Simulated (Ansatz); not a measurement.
# Starting-point dependence of the GW gap of Cd5B3ClO9 (Cm), part 2 of 2

How much of the starting functional survives in the G0W0 gap of Cd5B3ClO9 (Cm)?

Ansatz 0.2.0; G0W0 on several functionals, plane waves, PAW. Known limits of the many-body steps: not at the basis limit; d shell near the gap, gap tends to lie low; no spin-orbit coupling; coarse k mesh.

So far. Step 2 (G0W0 on PBE): The gap on the mesh goes from 1.98 eV to 3.48 eV, a correction of +1.50 eV. Between the two edge states, bare exchange in place of the xc potential would open the gap by 9.57 eV, and correlation takes back 8.07 eV.

In doubt: masses and optical values from hybrid runs of this build are listed as unsure (steps 3, 4), which bears on the screening that GW takes from such a start.

## (3) G0W0 on HSE06

The same correction from a different start measures what one shot leaves open.

This step: G0W0 on HSE06, plane waves, PAW; PAW set soft_1.

The input, input.yaml:

```yaml
crystal:
  lattice:
    - [4.086, -8.0305, 0.0]
    - [4.086, 8.0305, 0.0]
    - [-0.5610688069, 0.0, 3.4284942182]
  atoms:
    - { symbol: Cd, position: [0.9903899046, 0.7342556792, 0.5662659888] }
    - { symbol: Cd, position: [0.7342556792, 0.9903899046, 0.5662659888] }
    - { symbol: Cd, position: [0.3113911839, 0.6630019832, 0.9124457693] }
    - { symbol: Cd, position: [0.6630019832, 0.3113911839, 0.9124457693] }
    - { symbol: Cd, position: [0.2871762088, 0.2871762088, 0.3102574688] }
    - { symbol: B, position: [0.6210609171, 0.6210609171, 0.9737592675] }
    - { symbol: B, position: [0.972075933, 0.3689018994, 0.3370010488] }
    - { symbol: B, position: [0.3689018994, 0.972075933, 0.3370010488] }
    - { symbol: Cl, position: [0.049188481, 0.049188481, 0.7118210963] }
    - { symbol: O, position: [0.7759792855, 0.623579409, 0.0193502893] }
    - { symbol: O, position: [0.623579409, 0.7759792855, 0.0193502893] }
    - { symbol: O, position: [0.4502306784, 0.4502306784, 0.8744954667] }
    - { symbol: O, position: [0.1618372402, 0.4552599818, 0.3467663233] }
    - { symbol: O, position: [0.4552599818, 0.1618372402, 0.3467663233] }
    - { symbol: O, position: [0.1966350256, 0.8360258997, 0.1252240285] }
    - { symbol: O, position: [0.8360258997, 0.1966350256, 0.1252240285] }
    - { symbol: O, position: [0.9120354728, 0.4534148167, 0.5549599024] }
    - { symbol: O, position: [0.4534148167, 0.9120354728, 0.5549599024] }
kpoints:
  mp_grid: { grid: [2, 2, 4] }
hamiltonian:
  xc: hse06
  pseudopotentials: { kind: paw, azcp: { folder: soft_1 } }
scf:
  occupations: { method: fixed }
gw:
  n_empty_bands: 1033
  ecut_chi: 160.0
  qp_bands: [v4, c4]
  qp_kpoints: band_edges
  screening: { model: contour_deformation }
```

The run is started by

```sh
$ ansatz run input.yaml --threads 2 --pin off --max-ram 92160MiB --backend cuda --events-out ev --progress --plain --runs-dir out --devices 1 --max-vram 13GiB
```

Numbers of over 12 decimals in the logs are rounded to 6 here.

The program printed:

```text
GPUs: using 1 of 1 available (devices: 1).
[...]
davidson cushion auto → on  (no smearing: the cushion is to keep the highest requested band from converging to the state above it; pin scf.eigensolver.cushion to override)
[...]
GPU FFT provider: cuFFT
GPU libraries: cuBLAS 13.8.2, cuFFT 12.4.0, cuSOLVER 12.3.4
Crystal: 18 atoms, lattice volume = 224.996 Å³
Basis set: ecut = 420 eV, 4399 PW (Γ)
Bands: 103, of which v1, the nominal top of the filled ones, is band 85 counted from 1 (84 counted from 0)
Symmetry: 2 space group operations
[...]
k-points: 9 of 16 (time reversal used)
[...]
GPU buffer pool allocated for 98304 grid points (all kernels)
[...]
SCF iter   1: F=—  HF=-47940.166577 eV  |F-HF|=—  |Δ(HF+E_count)|=         —  Δρ=9.46e-2  dr2=1.81e1  ethr=1.00e-1  ⟨swp⟩=6.3  Hψ=2872  notcnv=0
[...]
SCF iter   7: F=-47934.095339 eV  HF=-47934.095457 eV  |F-HF|=1.18e-4  |Δ(HF+E_count)|=   2.81e-4  Δρ=3.37e-4  dr2=2.14e-4  ethr=2.87e-7  ⟨swp⟩=3.1  Hψ=2448  notcnv=0
SCF 1 stopped early in 7 iterations: F = -47934.095339 eV  dr2 = 2.14e-4
[...]
GPU FFT provider: cuFFT
GPU libraries: cuBLAS 13.8.2, cuFFT 12.4.0, cuSOLVER 12.3.4
[...]
GPU buffer pool allocated for 98304 grid points (all kernels)
[...]
Frozen-core exchange: fock
[...]
Internal energy: -47952.465213 eV  (E = F + TS)
E sigma→0 (E₀):  -47952.465213 eV
Fermi energy:    7.268749 eV
[...]
--- Band table (eV; the first three rows and the last of 9) ---
  k-point 0: bands = [... 81 lower, 6.7605, 6.7750, 7.0160, 7.1681, 10.8396, 13.5326, 13.9300, 14.1395, ... 4 higher]
  k-point 1: bands = [... 81 lower, 6.5980, 6.8679, 6.8752, 7.2072, 12.3876, 14.3426, 14.3742, 14.6742, ... 4 higher]
  k-point 2: bands = [... 81 lower, 6.6921, 6.7284, 6.9729, 7.2687, 13.7321, 14.2108, 14.7032, 14.8109, ... 4 higher]
  k-point 8: bands = [... 81 lower, 6.5582, 6.7049, 7.0034, 7.1652, 13.8862, 14.4353, 14.4749, 14.5346, ... 4 higher]
  guard bands above this table: 10 of the run's 103 bands. The solve was not asked for them (output.publish_guard_bands: true or output.eigenvalues: true publishes all)
[...]
0    82      6.7605   -27.3057     3.4705   -23.4420  0.8071     6.3660     6.3672  root
     0    83      6.7750   -26.9370     4.0118   -22.5952  0.7953     6.4439     6.4450  root
     0    84      7.0160   -27.4313     4.0255   -23.1211  0.7950     6.7306     6.7313  root
     0    85      7.1681   -27.4148     4.0976   -23.0772  0.7926     6.9276     6.9281  root
     0    86     10.8396    -9.5369    -3.6061   -13.6040  0.8570    11.3017    11.3007  root
     0    87     13.5326    -8.3205    -3.8420   -12.6458  0.8539    14.0173    14.0159  root
     0    88     13.9300   -11.5482    -3.8349   -16.1392  0.8355    14.6901    14.6862  root
     0    89     14.1395    -9.9217    -4.0263   -14.5845  0.8464    14.7786    14.7760  root
[...]
8    86     13.8862    -8.5942    -4.2221   -13.4221  0.8504    14.4942    14.4919  root
     8    87     14.4353    -9.2229    -4.3541   -14.2235  0.8452    15.0848    15.0819  root
     8    88     14.4749    -9.9984    -4.2191   -14.8999  0.8430    15.1605    15.1573  root
     8    89     14.5346    -9.6414    -4.2605   -14.5663  0.8449    15.2020    15.1990  root
[key lines of the parts left out:]
Free energy (F): -47952.465213 eV
```

Wall time 5.2 min (1 × NVIDIA H100 80GB HBM3 (shared by 6 runs) with 2 threads of AMD EPYC 7R13 (Zen 3), shared host); peak memory 3.9 GiB.

Numbers from this step:

| Quantity | Value |
| --- | --- |
| bands summed | 1118 |
| RPA ε∞ on this mesh (eigenvalues) | 2.924, 3.053, 3.158 |
| plane waves in the screening matrix | 1051 |
| q-points in the mesh | 16 |
| G0W0 gap on the mesh | 4.312 eV |
| k of the valence top | 0, 0, -0.5 |
| k of the conduction bottom | 0, 0, 0 |
| starting gap on the mesh | 3.571 eV |
| Z at the valence top | 0.7992 |
| Z at the conduction bottom | 0.8570 |
| least direct G0W0 gap on the computed points | 4.373 eV |

Against the run with 2×2×4 mesh, 1033 empty bands, screening to 160 eV, PAW set soft_1 files on PBE, the gap moves by +0.83 eV, while the start moved by +1.59 eV.

## (4) G0W0 on PBE0

This step: G0W0 on PBE0, plane waves, PAW; PAW set soft_1.

input.yaml, as its differences from that of step 3:

```diff
@@ -27,3 +27,3 @@
 hamiltonian:
-  xc: hse06
+  xc: pbe0
   pseudopotentials: { kind: paw, azcp: { folder: soft_1 } }
```

The program printed:

```text
GPUs: using 1 of 1 available (devices: 1).
[...]
GPU FFT provider: cuFFT
GPU libraries: cuBLAS 13.8.2, cuFFT 12.4.0, cuSOLVER 12.3.4
Crystal: 18 atoms, lattice volume = 224.996 Å³
Basis set: ecut = 420 eV, 4399 PW (Γ)
Bands: 103, of which v1, the nominal top of the filled ones, is band 85 counted from 1 (84 counted from 0)
Symmetry: 2 space group operations
[...]
k-points: 9 of 16 (time reversal used)
[...]
0    88     14.2998   -11.5324    -3.7360   -15.7519  0.8449    14.7846    14.7833  root
     0    89     14.5023    -9.8888    -3.9262   -14.1840  0.8550    14.8721    14.8714  root
[...]
8    86     14.2537    -8.5761    -4.1216   -13.0339  0.8585    14.5905    14.5899  root
     8    87     14.8057    -9.2052    -4.2469   -13.8317  0.8540    15.1861    15.1852  root
     8    88     14.8432    -9.9580    -4.1144   -14.4859  0.8520    15.2576    15.2567  root
     8    89     14.9046    -9.6447    -4.1585   -14.2009  0.8535    15.3031    15.3022  root
[key lines of the parts left out:]
Free energy (F): -47950.371025 eV
Fermi energy:    6.866385 eV
```

Wall time 5.2 min (1 × NVIDIA H100 80GB HBM3 (shared by 6 runs) with 2 threads); peak memory 3.9 GiB.

Numbers from this step:

```
bands summed                                 : 1118
RPA ε∞ on this mesh (eigenvalues)            : 2.809, 2.924, 3.019
plane waves in the screening matrix          : 1051
G0W0 gap on the mesh                         : 4.525 eV
k of the valence top                         : 0, 0, -0.5
k of the conduction bottom                   : 0, 0, 0
starting gap on the mesh                     : 4.302 eV
least direct G0W0 gap on the computed points : 4.591 eV
```

Against the run with 2×2×4 mesh, 1033 empty bands, screening to 160 eV, PAW set soft_1 files on HSE06, the gap moves by +0.21 eV, while the start moved by +0.73 eV.

## (5) Side by side

All on the 2×2×4 mesh with 1033 empty bands and screening to 160 eV. Times are wall times on 1 × NVIDIA H100 80GB HBM3 (shared by 6 runs) with 2 threads of AMD EPYC 7R13 (Zen 3), shared host, good to a factor of about two.

| start | starting gap (eV) | shift (eV) | G0W0 gap (eV) | RPA ε∞ (harmonic mean) | Z (valence, conduction) | time |
| --- | --- | --- | --- | --- | --- | --- |
| PBE | 1.98 | +1.50 | 3.48 | 3.75 | 0.76, 0.83 | 83 s |
| HSE06 | 3.57 | +0.74 | 4.31 | 3.04 | 0.80, 0.86 | 5.2 min |
| PBE0 | 4.30 | +0.22 | 4.53 | 2.91 | 0.81, 0.86 | 5.2 min |

How the two edges are built up, in eV (the quasiparticle level is the starting level plus Σx plus Σc less Vxc):

```csv
run,edge,start,Σx,Σc,Vxc,Z,QP
PBE,valence top,8.41,-27.54,4.41,-22.20,0.76,7.48
PBE,conduction bottom,10.39,-10.32,-3.66,-14.55,0.83,10.96
HSE06,valence top,7.27,-27.52,3.84,-23.40,0.80,6.99
HSE06,conduction bottom,10.84,-9.54,-3.61,-13.60,0.86,11.30
PBE0,valence top,6.87,-27.53,3.70,-23.81,0.81,6.85
PBE0,conduction bottom,11.17,-9.53,-3.53,-13.27,0.86,11.38
```

For a hybrid start, Vxc holds its share of exact exchange.

## (6) What came out

```
G0W0@PBE     : 3.48 eV (start 1.98 eV)
G0W0@HSE06   : 4.31 eV (start 3.57 eV)
G0W0@PBE0    : 4.53 eV (start 4.30 eV)
known limits : not at the basis limit; d shell near the gap, gap tends to lie low; no spin-orbit coupling; coarse k mesh
```

The starting gaps span 2.32 eV and the G0W0 gaps 1.04 eV. Between PBE and PBE0, 1.04 eV of the 2.32 eV survives, 45 %. PBE0 screens less than PBE (ε∞ 2.91 against 3.75). Of the 1.04 eV by which its G0W0 gap is higher, the correlation part gives +0.84 eV, and exchange with the one-particle terms, which follow the orbitals, +0.20 eV. The smallest correction, +0.22 eV, is on PBE0, the start nearest to reproducing itself. Bands and cutoff are finite, so the gap is not at the basis limit. The miss can reach some tenths of an eV and take either sign; the mesh is an error of its own. The 2×2×4 mesh is coarse for this cell (its supercell is 14 Å along the shortest edge). The RPA ε∞ on it, from the PBE start, is 3.54, 3.80 and 3.95; such meshes misread the long-range screening, most where the gap is narrow. The program warns that the mesh is coarse for exact exchange, which bears on the hybrid start's gap. A d shell, filled or nearly so, lies near the gap. One-shot GW converges very slowly in bands there, not always from below, and on a semilocal start the gap tends to come out low; starts rich in exact exchange can overshoot instead. The many-body steps are scalar-relativistic: spin-orbit coupling is not in them.

[Paths, hosts, dates, memory and timing lines, banners, echoed tables and standing remarks are left out of the program output.]

[Logs are printed without paths, hosts, clocks, repeated set-up lines and the standing remarks that a program may print on its own settings, such as how far it seeks lower states.]

[Runs of the session that timed out or met a known fault of the program may be left out.]

[Cells called generated may have been cut or substituted from an entry of the Crystallography Open Database or the Materials Project.]

[Hosts, paths, dates, database ids (printed as entryN), source tags and the programs' standing remarks are cut or masked in the printed files.]
